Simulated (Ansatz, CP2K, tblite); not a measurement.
# CP2K runs on random packing of 23Li2O-77B2O3 (mol %) (59 atoms), part 2 of 2

How do the settings of CP2K change the result for random packing of 23Li2O-77B2O3 (mol %) (59 atoms)? A plane-wave run serves as the yardstick.

Program: CP2K 2026.2; the method stands at each step. Banners, paths, timers and routine set-up lines are dropped from the logs unmarked, and long logs keep their key lines alone; longer cuts are marked.

So far. Step 3 (PBE, DZVP-MOLOPT-SR, 800/20 Ry, diagonalisation): Against the first run (2.7 %), the force difference from the reference is 2.8 %, at 0.59 times the CPU time: the change moves forces by 18 meV/Å r.m.s., so most of the difference comes from elsewhere.

## 4. PBE, SZV-MOLOPT-SR, 800/50 Ry, diagonalisation

Method: Kohn-Sham DFT, PBE, GTH-PBE pseudopotentials, Gaussian and plane waves, SZV-MOLOPT-SR-GTH, diagonalisation.

Input file input.inp:

```
&GLOBAL
  PROJECT cell
  RUN_TYPE ENERGY_FORCE
  PRINT_LEVEL LOW
&END GLOBAL
&FORCE_EVAL
  METHOD QS
  STRESS_TENSOR ANALYTICAL
  &DFT
    BASIS_SET_FILE_NAME BASIS_MOLOPT
    POTENTIAL_FILE_NAME GTH_POTENTIALS
    &MGRID
      CUTOFF 800
      REL_CUTOFF 50
      NGRIDS 5
    &END MGRID
    &QS
      EPS_DEFAULT 1.0E-12
    &END QS
    &SCF
      SCF_GUESS ATOMIC
      EPS_SCF 1.0E-06
      MAX_SCF 200
      ADDED_MOS 14
      &DIAGONALIZATION
        ALGORITHM STANDARD
      &END DIAGONALIZATION
      &SMEAR ON
        METHOD FERMI_DIRAC
        ELECTRONIC_TEMPERATURE [K] 580
      &END SMEAR
      &MIXING
        METHOD BROYDEN_MIXING
        ALPHA 0.3
        NBROYDEN 8
      &END MIXING
      &PRINT
        &RESTART OFF
        &END RESTART
      &END PRINT
    &END SCF
    &XC
      &XC_FUNCTIONAL PBE
      &END XC_FUNCTIONAL
    &END XC
    &PRINT
      &MULLIKEN ON
      &END MULLIKEN
      &HIRSHFELD ON
        SHAPE_FUNCTION DENSITY
      &END HIRSHFELD
      &MO ON
        EIGENVALUES T
        OCCUPATION_NUMBERS T
        MO_INDEX_RANGE 127 150
        &EACH
          QS_SCF 0
        &END EACH
        ADD_LAST NUMERIC
      &END MO
    &END PRINT
  &END DFT
  &SUBSYS
    &CELL
      A 8.69350 0.00000 0.00000
      B 0.00000 8.69350 0.00000
      C 0.00000 0.00000 8.69350
    &END CELL
    &COORD
[... 59 atom lines left out: the same atoms as in the first run ...]
    &END COORD
    &KIND Li
      BASIS_SET SZV-MOLOPT-SR-GTH-q3
      POTENTIAL GTH-PBE-q3
    &END KIND
    &KIND O
      BASIS_SET SZV-MOLOPT-SR-GTH-q6
      POTENTIAL GTH-PBE-q6
    &END KIND
    &KIND B
      BASIS_SET SZV-MOLOPT-SR-GTH-q3
      POTENTIAL GTH-PBE-q3
    &END KIND
  &END SUBSYS
  &PRINT
    &FORCES ON
    &END FORCES
    &STRESS_TENSOR ON
    &END STRESS_TENSOR
  &END PRINT
&END FORCE_EVAL
```

The run is started by

```console
$ OMP_NUM_THREADS=2 cp2k.psmp -i input.inp > output.txt
```

Numbers of over 12 decimals in the logs are rounded to 6 here.

The program printed:

```text
CP2K| version string:                                       CP2K version 2026.2
 CP2K| Input file name                                                 input.inp
 GLOBAL| Basis set file name                                        BASIS_MOLOPT
 GLOBAL| Potential file name                                      GTH_POTENTIALS
[... lines left out ...]
 Number of electrons:                                                        276
[... lines left out ...]
  Step     Update method      Time    Convergence         Total energy    Change
[... lines left out ...]
  *** SCF run converged in    92 steps ***
[... lines left out ...]
  Fermi energy:                                                 0.112755
  Total energy:                                              -626.428800
  Total energy (extrapolated to T->0):                       -626.421496
[... lines left out ...]
 MO| E(Fermi):            0.112755 a.u.          3.068221 eV
[... lines left out ...]
 ENERGY| Total FORCE_EVAL ( QS ) energy [hartree]           -626.428801
[... lines left out ...]
 FORCES|      1  1.18956038E-02  2.26727960E-02 -5.11361734E-03   2.61095796E-02
 FORCES|      2 -8.01694894E-03 -6.81682131E-04  3.35838520E-04   8.05288447E-03
 FORCES|      3  6.86079316E-03  1.55074274E-03 -4.10638342E-03   8.14479408E-03
[...]
FORCES|     58 -4.42515651E-02 -3.48849109E-02 -4.02854856E-02   6.92681628E-02
 FORCES|     59  1.16605625E-02 -6.48726772E-02  7.55446597E-03   6.63438235E-02
 FORCES| Sum    -6.52936698E-04  2.90393782E-04 -2.81160328E-04
 FORCES| Total atomic force                                       7.67923180E-04
 STRESS| Analytical stress tensor [bar]
 STRESS|                        x                   y                   z
 STRESS|      x       -1.20535766727E+05   1.23938069030E+03  -9.97022105006E+03
 STRESS|      y        1.23938069030E+03  -8.90999080574E+04  -1.38279275545E+04
 STRESS|      z       -9.97022105006E+03  -1.38279275545E+04  -1.15822475931E+05
 STRESS| 1/3 Trace                                            -1.08486050238E+05
```

The job ended after 5.4 min (2 threads of Arm Neoverse V2, shared host; peak memory 2.4 GiB; 9.3 min of CPU time).

Numbers from this run, and their distance from the reference:

- r.m.s. force component: 2.115 eV/Å
- r.m.s. difference of force components: 974.9 meV/Å
- longest difference of force vectors: 3431 meV/Å
- force difference over r.m.s. force: 38.45 %
- slope of forces against the reference's: 0.7741
- correlation of force components: 0.9278
- pressure: -10.85 GPa
- pressure difference: 11.98 GPa

This is a coarse setting, run to see what it loses.

Against the first run (2.7 %), the force difference from the reference is 38 %, at 0.77 times the CPU time (on 2 against 4 cores) (92 SCF steps against 65), with 224 basis functions against 725: the smaller basis costs accuracy.

## 5. All runs compared

Differences are against the plane-wave reference, forces as r.m.s. over components; share is that over the reference's r.m.s. force, slope the least-squares factor from reference forces to these. Total energies of different programs have different zeros and aren't compared.

| run | Δ force, r.m.s. (meV/Å) | share (%) | slope | Δ pressure (GPa) | cores | CPU time | memory (GiB) |
| --- | --- | --- | --- | --- | --- | --- | --- |
| reference | - | - | - | - | 4 | 19 s | 0.71 |
| CP2K PBE, DZVP-MOLOPT-SR, 800/50 Ry, diagonalisation | 68.2 | 2.69 | 0.986 | 0.741 | 4 | 12 min | 3.3 |
| CP2K PBE, DZVP-MOLOPT-SR, 800/20 Ry, diagonalisation (coarse) | 70.5 | 2.78 | 0.985 | 0.905 | 4 | 7.2 min | 3.3 |
| CP2K PBE, SZV-MOLOPT-SR, 800/50 Ry, diagonalisation (coarse) | 975 | 38.5 | 0.774 | 12.0 | 2 | 9.3 min | 2.4 |

Rows marked coarse were listed beforehand as settings not expected to be converged; some can still land near the reference.

CPU time is summed over cores on a shared host, where runs went side by side, so it is rough. Symmetry, cutoffs, thresholds, outputs and thread counts weren't matched or tuned between programs; memory under MPI is the largest rank's times the ranks.

Mean charges by element (e), by run and scheme:

| run | scheme | Li | O | B |
| --- | --- | --- | --- | --- |
| reference | Löwdin | +0.75 | -0.35 | +0.44 |
| CP2K PBE, DZVP-MOLOPT-SR, 800/50 Ry, diagonalisation | Mulliken | +0.58 | -0.30 | +0.32 |
| CP2K PBE, DZVP-MOLOPT-SR, 800/50 Ry, diagonalisation | Hirshfeld | +0.15 | -0.18 | +0.26 |

The reference's Löwdin charges lack the electrons that the projection spills, 0.027 e an atom on average.

Within one program, basis, potentials and functional, energies share a zero. Each run against its twin at the usual cutoff or grid and solver:

| run | twin | Δ energy (meV/atom) | Δ force, r.m.s. (meV/Å) | CPU time over the twin's |
| --- | --- | --- | --- | --- |
| CP2K PBE, DZVP-MOLOPT-SR, 800/20 Ry, diagonalisation | DZVP-MOLOPT-SR, 800/50 Ry, diagonalisation | -1.42 | 18.0 | 0.59 |

Further runs of this program without a result: CP2K GFN1-xTB, diagonalisation (not converged).

## 6. What came out

```
nearest in forces : CP2K PBE, DZVP-MOLOPT-SR, 800/50 Ry, diagonalisation, 2.7 %
its CPU time      : 12 min
```

What this shows: The PBE run in local orbitals, coarse settings apart, differs by 2.7 % (CP2K PBE, DZVP-MOLOPT-SR, 800/50 Ry, diagonalisation); basis, grid and potentials can all enter. CP2K PBE, SZV-MOLOPT-SR, 800/50 Ry, diagonalisation needed 92 SCF steps, so its time overstates the method's usual cost. Runs with settings chosen to be coarse differ by 2.8 % (CP2K PBE, DZVP-MOLOPT-SR, 800/20 Ry, diagonalisation) to 38 % (CP2K PBE, SZV-MOLOPT-SR, 800/50 Ry, diagonalisation), their programs' other errors included. None of the electronic-structure runs in the table takes under half the reference's CPU time of 19 s; they take 23 to 39 times as much. In pressure, CP2K PBE, SZV-MOLOPT-SR, 800/50 Ry, diagonalisation misses by +12.0 GPa, at the same functional. Charges hang on scheme and program or settings: among these rows the mean for Li runs from +0.15 to +0.75 e. The reference's stress is far from hydrostatic: its diagonal is -26.7, -18.5, -23.3 GPa, compression counted positive. The reference's pressure of -23 GPa belongs to a cell and atoms that aren't relaxed at this level. The electronic-structure runs sample only Γ, in a cell whose shortest periodic width is 9 Å, which is coarse for a cell with partly filled levels.

[Also dropped from logs without a mark: logging warnings of Python, and SIESTA's first energy breakdown and zero terms.]

[Logs are printed without paths, hosts, clocks, repeated set-up lines and the standing remarks that a program may print on its own settings, such as how far it seeks lower states.]

[Hosts, paths, dates, database ids (printed as entryN), source tags and the programs' standing remarks are cut or masked in the printed files.]
